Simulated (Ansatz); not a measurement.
# Be chain started as a zigzag: one chain at several levels of theory, part 3 of 4

Aim: how far do the period, the moment and the conductance of the Be chain started as a zigzag depend on the functional, the datasets and spin-orbit coupling, and at what cost?

Ansatz 0.2.0; DFT PBE, plane waves, PAW; relaxation of a chain's period (the session's first sound run).

So far, conductance of the lead as this run defines it (G₀): step 3 (bands of the perfect wire, level PBE, k-mesh 1×1×38) 3.00; step 5 (PBEsol) 3.00.

## Step 6: The relaxed wire

This step: DFT RPBE, plane waves, PAW; relaxation of a chain's period (Ansatz 0.2.0).

The relaxation is repeated under another functional. RPBE strengthens the exchange enhancement and tends to longer, weaker bonds than PBE.

input.yaml

```yaml
crystal:
  lattice:
    - [9.0, 0.0, 0.0]
    - [0.0, 7.5, 0.0]
    - [0.0, 0.0, 3.2209928187]
  atoms:
    - { symbol: Be, position: [0.452426882, 0.5, 0.0], spin: 0.5 }
    - { symbol: Be, position: [0.547573118, 0.5, 0.5], spin: 0.5 }
magnetization:
  spin_polarized: true
kpoints:
  mp_grid: { grid: [1, 1, 25] }
scf:
  occupations: { method: fermi_dirac, width: 0.05 }
hamiltonian:
  xc: rpbe
relax:
  cell: { fix: [a, b, alpha, beta, gamma] }
  max_steps: 60
```

Started as:

```console
ansatz run input.yaml --threads 4 --pin off --max-ram 8192MiB --backend cpu --events-out ev --progress --plain --runs-dir out
```

Numbers of over 12 decimals in the logs are rounded to 6 here.

Output:

```text
[...]
Crystal: 2 atoms, lattice volume = 217.417 Å³
Basis set: ecut = 420 eV, 4281 PW (Γ), exchange–correlation on 128×108×48 points (8 copies of the dense FFT grid, shifted against one another)
Bands: 7, of which v1, the nominal top of the filled ones, is band 2 counted from 1 (1 counted from 0)
Symmetry: 8 space group operations
[...]
0.000000       0.084996       0.000000
        0.000000       0.000000      -0.047470
  P = ⅓ Tr σ = 0.0660 GPa (0.660 kbar)
--- Relaxed structure (11 steps of the walk, 10 accepted, 1 SCFs on fresh bases) ---
[...]
cell:  # Å, volume = 147.1481 Å³
    - [9.0, 0.0, 0.0]
    - [0.0, 7.5, 0.0]
    - [0.0, 0.0, 2.179971]
  atoms:
    - { symbol: Be, position: [0.401554, 0.5, 0.0] }
    - { symbol: Be, position: [0.598446, 0.5, 0.5] }
[key lines of the parts left out:]
SCF converged after 5 iterations
Magnetization: 0.0000 μB (2.0000 up, 2.0000 down)
Free energy (F): -183.963367 eV
Fermi energy:    -3.006486 eV
```

Run time: 13 s. Hardware: 4 threads of Arm Neoverse V2, shared host; peak memory 0.42 GiB; 49 s of CPU time.

The steps of the relaxation:

```
step  energy less that of the first step (eV)  largest force component (eV/Å)  pressure (GPa)  volume (Å³)
   1                                   0.0000                          2.1327            1.27       217.42
   2                                  -0.3998                          1.1383            0.05       214.24
   3                                  -0.7698                          0.0662           -1.25       203.39
   4                                  -1.0030                          0.3968           -1.65       193.02
   5                                  -1.2825                          0.3912           -1.68       182.47
   6                                  -1.5535                          0.4012           -1.58       171.92
   7                                  -1.7966                          0.2547           -1.11       161.33
   8                                  -1.9484                          0.0929           -0.34       150.71
   9                                  -1.9145                          0.8166            0.73       146.68
  10                                  -1.9587                          0.0565           -0.13       148.69
  11                                  -1.9616                          0.0004            0.07       147.15
 12*                                  -1.9612                          0.0005            0.07       147.15
```

Relaxation steps marked * repeat the geometry before them on a plane-wave basis chosen anew for their cell, so energy and pressure can jump there. Relaxation step 9 was tried and not accepted.

Forces are held to the 8 operations that the run works with; a distortion that breaks them can't arise in this run.

```
cell as run  before  after   change
      c (Å)   3.221  2.180  -32.3 %
```

The atoms that moved most (Å, along periodic axes as changes of fractional coordinates times the final cell, across vacuum about the mean position):

```
atom      dx     dy     dz  length
 Be1  -0.458  0.000  0.000   0.458
 Be2   0.458  0.000  0.000   0.458
```

Final coordinates:

```xyz
2
Lattice="9.0000 0.0000 0.0000 0.0000 7.5000 0.0000 0.0000 0.0000 2.1800" Properties=species:S:1:pos:R:3
Be    3.6140    3.7500    0.0000
Be    5.3860    3.7500    1.0900
```

The cell's length comes to 2.180 Å, +0.9 % against the first run, with no moment. That is -32 % against the start, more than a small adjustment.

## Step 7: Bands of the perfect wire, level RPBE, k-mesh 1×1×37

This step: DFT RPBE, plane waves, PAW; channels and complex bands of a perfect chain (Ansatz 0.2.0).

The channels are counted again under RPBE, at the period that it gave.

input.yaml

```yaml
crystal:
  lattice:
    - [9.0, 0.0, 0.0]
    - [0.0, 7.5, 0.0]
    - [0.0, 0.0, 2.1799714761]
  atoms:
    - { symbol: Be, position: [0.401553966, 0.5, 0.0] }
    - { symbol: Be, position: [0.598446034, 0.5, 0.5] }
kpoints:
  mp_grid: { grid: [1, 1, 37] }
  band_path: { path: ["Γ", Z], npoints: 60 }
scf:
  occupations: { method: fermi_dirac, width: 0.05 }
hamiltonian:
  xc: rpbe
output:
  transmission:
    e_range: [-2, 2]
    de: 0.035
    kmesh: [1, 1]
    reduced_basis: true
    leads: [[0, 0]]
  dos: { projected: true, e_range: [-6, 4] }
```

Output:

```text
[...]
Crystal: 2 atoms, lattice volume = 147.148 Å³
Basis set: ecut = 420 eV, 2925 PW (Γ)
Bands: 6, of which v1, the nominal top of the filled ones, is band 2 counted from 1 (1 counted from 0)
Symmetry: 8 space group operations
[...]
k-points: 19 of 37
[...]
Fermi energy:    -3.018460 eV
[...]
--- Band table (eV; the first three rows and the last of 19) ---
[...]
--- Transmission ---
  basis      : 595 plane waves across, 3 finite elements along
  points     : 1, standing for a mesh of 1 x 1
[...]
crystal 0  : Be2, at the sites [0, 0], period 2.1800 Å: whole cells are its period
[...]
filled         : 4.4 meV under the level at which it is neutral
    channels       : 3.000000e0 a spin
[...]
[key lines of the parts left out:]
SCF converged after 6 iterations
Free energy (F): -183.964137 eV
```

Wall time 10 s (4 threads); peak memory 0.47 GiB.

Table of open channels of the lead, one spin by energy, zero at the Fermi level:

```
energy (eV)  open channels of the lead, one spin
     -2.000                                    1
     -1.895                                    1
     -1.790                                    1
     -1.685                                    2
     -1.615                                    2
     -1.510                                    2
     -1.405                                    2
     -1.300                                    2
     -1.195                                    2
     -1.090                                    2
     -0.985                                    2
     -0.915                                    2
     -0.810                                    2
     -0.705                                    2
     -0.600                                    2
     -0.495                                    2
     -0.390                                    3
     -0.285                                    3
     -0.215                                    3
     -0.110                                    3
     -0.005                                    3
      0.100                                    3
      0.205                                    3
      0.310                                    1
      0.415                                    2
      0.485                                    2
      0.590                                    2
      0.695                                    2
      0.800                                    2
      0.905                                    2
      1.010                                    2
      1.115                                    2
      1.185                                    2
      1.290                                    2
      1.395                                    2
      1.500                                    2
      1.605                                    2
      1.710                                    2
      1.815                                    2
      1.885                                    2
```

At the computed energy nearest the Fermi level there are 3 channels a spin, and the thermal average gives 3.00 G₀.

## Step 8: The relaxed wire

This step: DFT LDA, plane waves, PAW; relaxation of a chain's period (Ansatz 0.2.0).

The relaxation is repeated under another functional. LDA has no gradient terms and tends to overbind, so it marks the short end of the likely bond lengths.

input.yaml

```yaml
crystal:
  lattice:
    - [9.0, 0.0, 0.0]
    - [0.0, 7.5, 0.0]
    - [0.0, 0.0, 3.2209928187]
  atoms:
    - { symbol: Be, position: [0.452426882, 0.5, 0.0], spin: 0.5 }
    - { symbol: Be, position: [0.547573118, 0.5, 0.5], spin: 0.5 }
magnetization:
  spin_polarized: true
kpoints:
  mp_grid: { grid: [1, 1, 25] }
scf:
  occupations: { method: fermi_dirac, width: 0.05 }
hamiltonian:
  xc: lda
relax:
  cell: { fix: [a, b, alpha, beta, gamma] }
  max_steps: 60
```

Output:

```text
[...]
Crystal: 2 atoms, lattice volume = 217.417 Å³
Basis set: ecut = 420 eV, 4281 PW (Γ)
Bands: 7, of which v1, the nominal top of the filled ones, is band 2 counted from 1 (1 counted from 0)
Symmetry: 8 space group operations
[...]
k-points: 13 of 25
[...]
Starting moments: Σ|m| = 1 μB on 2 of 2 sites
[...]
0.000000       0.092073       0.000000
        0.000000       0.000000      -0.001226
  P = ⅓ Tr σ = 0.0804 GPa (0.804 kbar)
--- Relaxed structure (10 steps of the walk, 10 accepted, 1 SCFs on fresh bases) ---
[...]
cell:  # Å, volume = 144.2095 Å³
    - [9.0, 0.0, 0.0]
    - [0.0, 7.5, 0.0]
    - [0.0, 0.0, 2.136437]
  atoms:
    - { symbol: Be, position: [0.404148, 0.5, 0.0] }
    - { symbol: Be, position: [0.595852, 0.5, 0.5] }
[key lines of the parts left out:]
SCF converged after 6 iterations
Magnetization: -0.0000 μB (2.0000 up, 2.0000 down)
Free energy (F): -172.426997 eV
Fermi energy:    -3.273552 eV
```

Elapsed: 9.1 s, on 4 threads; peak memory 0.39 GiB.

Relaxation path:

```
step  energy less that of the first step (eV)  largest force component (eV/Å)  pressure (GPa)  volume (Å³)
   1                                   0.0000                          1.9966            1.00       217.42
   2                                  -0.4030                          1.0623           -0.18       211.82
   3                                  -0.7586                          0.0635           -1.35       201.20
   4                                  -1.0226                          0.3994           -1.76       190.57
   5                                  -1.2930                          0.6258           -1.98       179.96
   6                                  -1.6076                          0.4918           -1.77       169.51
   7                                  -1.8907                          0.1621           -1.17       158.92
   8                                  -2.0504                          0.0212           -0.33       148.51
   9                                  -2.0679                          0.0270            0.08       144.08
  10                                  -2.0680                          0.0001            0.08       144.21
 11*                                  -2.0678                          0.0002            0.08       144.21
```

Relaxation steps marked * repeat the geometry before them on a plane-wave basis chosen anew for their cell, so energy and pressure can jump there.

Forces are held to the 8 operations that the run works with; a distortion that breaks them can't arise in this run.

```
cell as run  before  after   change
      c (Å)   3.221  2.136  -33.7 %
```

The atoms that moved most (Å, along periodic axes as changes of fractional coordinates times the final cell, across vacuum about the mean position):

```
atom      dx     dy     dz  length
 Be1  -0.435  0.000  0.000   0.435
 Be2   0.435  0.000  0.000   0.435
```

The relaxed structure:

```
Be
1.0
     9.00000    0.00000    0.00000
     0.00000    7.50000    0.00000
     0.00000    0.00000    2.13644
Be
2
Direct
  0.40415 0.50000 0.00000
  0.59585 0.50000 0.50000
```

The cell's length comes to 2.136 Å, -1.1 % against the first run, with no moment. That is -34 % against the start, more than a small adjustment.

## Step 9: The wire at its relaxed period, level LDA, k-mesh 1×1×38

This step: DFT LDA, plane waves, PAW; channels and complex bands of a perfect chain (Ansatz 0.2.0).

The channels are counted again under LDA, at the period that it gave.

input.yaml

```yaml
crystal:
  lattice:
    - [9.0, 0.0, 0.0]
    - [0.0, 7.5, 0.0]
    - [0.0, 0.0, 2.1364366456]
  atoms:
    - { symbol: Be, position: [0.404148472, 0.5, 0.0] }
    - { symbol: Be, position: [0.595851528, 0.5, 0.5] }
kpoints:
  mp_grid: { grid: [1, 1, 38] }
  band_path: { path: ["Γ", Z], npoints: 60 }
scf:
  occupations: { method: fermi_dirac, width: 0.05 }
hamiltonian:
  xc: lda
output:
  transmission:
    e_range: [-2, 2]
    de: 0.035
    kmesh: [1, 1]
    reduced_basis: true
    leads: [[0, 0]]
  dos: { projected: true, e_range: [-6, 4] }
```

Output:

```text
[...]
Crystal: 2 atoms, lattice volume = 144.209 Å³
Basis set: ecut = 420 eV, 2849 PW (Γ)
Bands: 6, of which v1, the nominal top of the filled ones, is band 2 counted from 1 (1 counted from 0)
Symmetry: 8 space group operations
[...]
k-points: 20 of 38
[...]
Fermi energy:    -3.251955 eV
[...]
--- Band table (eV; the first three rows and the last of 20) ---
[...]
--- Transmission ---
  basis      : 595 plane waves across, 3 finite elements along
  points     : 1, standing for a mesh of 1 x 1
[...]
crystal 0  : Be2, at the sites [0, 0], period 2.1364 Å: whole cells are its period
[...]
filled         : 0.2 meV under the level at which it is neutral
    channels       : 3.000000e0 a spin
[...]
[key lines of the parts left out:]
SCF converged after 6 iterations
Free energy (F): -172.427209 eV
```

Wall time 9.9 s (4 threads); peak memory 0.47 GiB; 31 s of CPU time.

At the computed energy nearest the Fermi level there are 3 channels a spin, and the thermal average gives 3.00 G₀.

## Step 10: Comparing the runs

Times are for 4 threads of Arm Neoverse V2, shared host. The runs compared:

```
no.   level  conductance of the lead as this run defines it (G₀)   time  memory (GiB)
  1     PBE                                                3.000  9.4 s          0.49
  2  PBEsol                                                3.000   10 s          0.47
  3    RPBE                                                3.000   10 s          0.47
  4     LDA                                                3.000  9.9 s          0.47
```

The runs together. Table of open channels of the lead by energy, zero at the Fermi level:

```
energy (eV)  PBE  PBEsol  RPBE  LDA
     -2.000    1       1     1    1
     -1.790    1       1     1    1
     -1.615    2       2     2    2
     -1.405    2       2     2    2
     -1.195    2       2     2    2
     -0.985    2       2     2    2
     -0.810    2       2     2    2
     -0.600    2       2     2    2
     -0.390    3       3     3    3
     -0.215    3       3     3    3
     -0.005    3       3     3    3
      0.205    3       3     3    3
      0.415    2       2     2    2
      0.590    2       2     2    2
      0.800    2       2     2    2
      1.010    2       2     2    2
      1.185    2       2     2    2
      1.395    2       2     2    2
      1.605    2       2     2    2
      1.815    2       2     2    2
```

## Step 11: Relaxation of atoms and period, cutoff 1800 eV

This step: DFT PBE, plane waves, norm-conserving; relaxation of a chain's period (Ansatz 0.2.0).

The same functional on other atomic datasets tests how far the result hangs on the treatment of the cores. Against the first PBE run of this kind, the cutoff is 1800 eV against 420.

input.yaml

```yaml
crystal:
  lattice:
    - [9.0, 0.0, 0.0]
    - [0.0, 7.5, 0.0]
    - [0.0, 0.0, 3.2209928187]
  atoms:
    - { symbol: Be, position: [0.452426882, 0.5, 0.0], spin: 0.5 }
    - { symbol: Be, position: [0.547573118, 0.5, 0.5], spin: 0.5 }
magnetization:
  spin_polarized: true
kpoints:
  mp_grid: { grid: [1, 1, 25] }
scf:
  occupations: { method: fermi_dirac, width: 0.05 }
hamiltonian:
  xc: pbe
  pseudopotentials: { kind: nc }
relax:
  cell: { fix: [a, b, alpha, beta, gamma] }
  max_steps: 60
```

Output:

```text
[...]
Crystal: 2 atoms, lattice volume = 217.417 Å³
Basis set: ecut = 1800 eV, 37667 PW (Γ), exchange–correlation on 250×216×90 points (8 copies of the dense FFT grid, shifted against one another)
Bands: 9, of which v1, the nominal top of the filled ones, is band 4 counted from 1 (3 counted from 0)
Symmetry: 8 space group operations
[...]
0.000000       0.000000       0.010963
  P = ⅓ Tr σ = 0.0817 GPa (0.817 kbar)
--- Relaxed structure (10 steps of the walk, 10 accepted, 1 SCFs on fresh bases) ---
[...]
cell:  # Å, volume = 145.8837 Å³
    - [9.0, 0.0, 0.0]
    - [0.0, 7.5, 0.0]
    - [0.0, 0.0, 2.161240]
  atoms:
    - { symbol: Be, position: [0.402473, 0.5, 0.0] }
    - { symbol: Be, position: [0.597527, 0.5, 0.500000] }
[key lines of the parts left out:]
SCF converged after 5 iterations
Magnetization: 0.0000 μB (4.0000 up, 4.0000 down)
Free energy (F): -779.171535 eV
Fermi energy:    -3.036050 eV
```

The job ended after 1.9 min (4 threads; peak memory 1.5 GiB).

The cell's length comes to 2.161 Å, +0.1 % against the first run, with no moment. That is -33 % against the start, more than a small adjustment.

## Step 12: Relaxation of atoms and period

This step: DFT PBE, plane waves, PAW; relaxation of a chain's period (Ansatz 0.2.0).

No moment formed, so a run without spin should agree; this checks it and saves time.

input.yaml, the sections that differ from step 11:

```yaml
crystal:
  lattice:
    - [9.0, 0.0, 0.0]
    - [0.0, 7.5, 0.0]
    - [0.0, 0.0, 3.2209928187]
  atoms:
    - { symbol: Be, position: [0.452426882, 0.5, 0.0] }
    - { symbol: Be, position: [0.547573118, 0.5, 0.5] }
hamiltonian:
  xc: pbe
# kpoints, scf, relax: as in step 11
# magnetization: removed
```

Output:

```text
[...]
Crystal: 2 atoms, lattice volume = 217.417 Å³
Basis set: ecut = 420 eV, 4281 PW (Γ), exchange–correlation on 128×108×48 points (8 copies of the dense FFT grid, shifted against one another)
Bands: 6, of which v1, the nominal top of the filled ones, is band 2 counted from 1 (1 counted from 0)
Symmetry: 8 space group operations
[...]
k-points: 13 of 25
[...]
0.155646       0.000000       0.000000
        0.000000       0.087101       0.000000
        0.000000       0.000000      -0.004345
  P = ⅓ Tr σ = 0.0795 GPa (0.795 kbar)
--- Relaxed structure (12 steps of the walk, 11 accepted, 1 SCFs on fresh bases) ---
[...]
cell:  # Å, volume = 145.8347 Å³
    - [9.0, 0.0, 0.0]
    - [0.0, 7.5, 0.0]
    - [0.0, 0.0, 2.160513]
  atoms:
    - { symbol: Be, position: [0.402586, 0.5, 0.0] }
    - { symbol: Be, position: [0.597414, 0.5, 0.5] }
[key lines of the parts left out:]
SCF converged after 5 iterations
Free energy (F): -181.903980 eV
Fermi energy:    -3.095609 eV
```

Run time: 5.2 s. Hardware: 4 threads; peak memory 0.39 GiB; 17 s of CPU time.

The cell's length comes to 2.161 Å, +0.0 % against the first run, with spin left out. That is -33 % against the start, more than a small adjustment.

## Step 13: Comparing the runs

Times are for 4 threads of Arm Neoverse V2, shared host. Results by setting:

```
no.          level  cell length along the wire (Å)     time  memory (GiB)
  1            PBE                           2.160     12 s          0.42
  2         PBEsol                           2.158     12 s          0.42
  3           RPBE                           2.180     13 s          0.42
  4            LDA                           2.136    9.1 s          0.39
  5  PBE, NC files                           2.161  1.9 min           1.5
  6   PBE, no spin                           2.161    5.2 s          0.39
```

[end of part 3 of 4]

[Logs are printed without paths, hosts, clocks, repeated set-up lines and the standing remarks that a program may print on its own settings, such as how far it seeks lower states.]

[Hosts, paths, dates, database ids (printed as entryN), source tags and the programs' standing remarks are cut or masked in the printed files.]
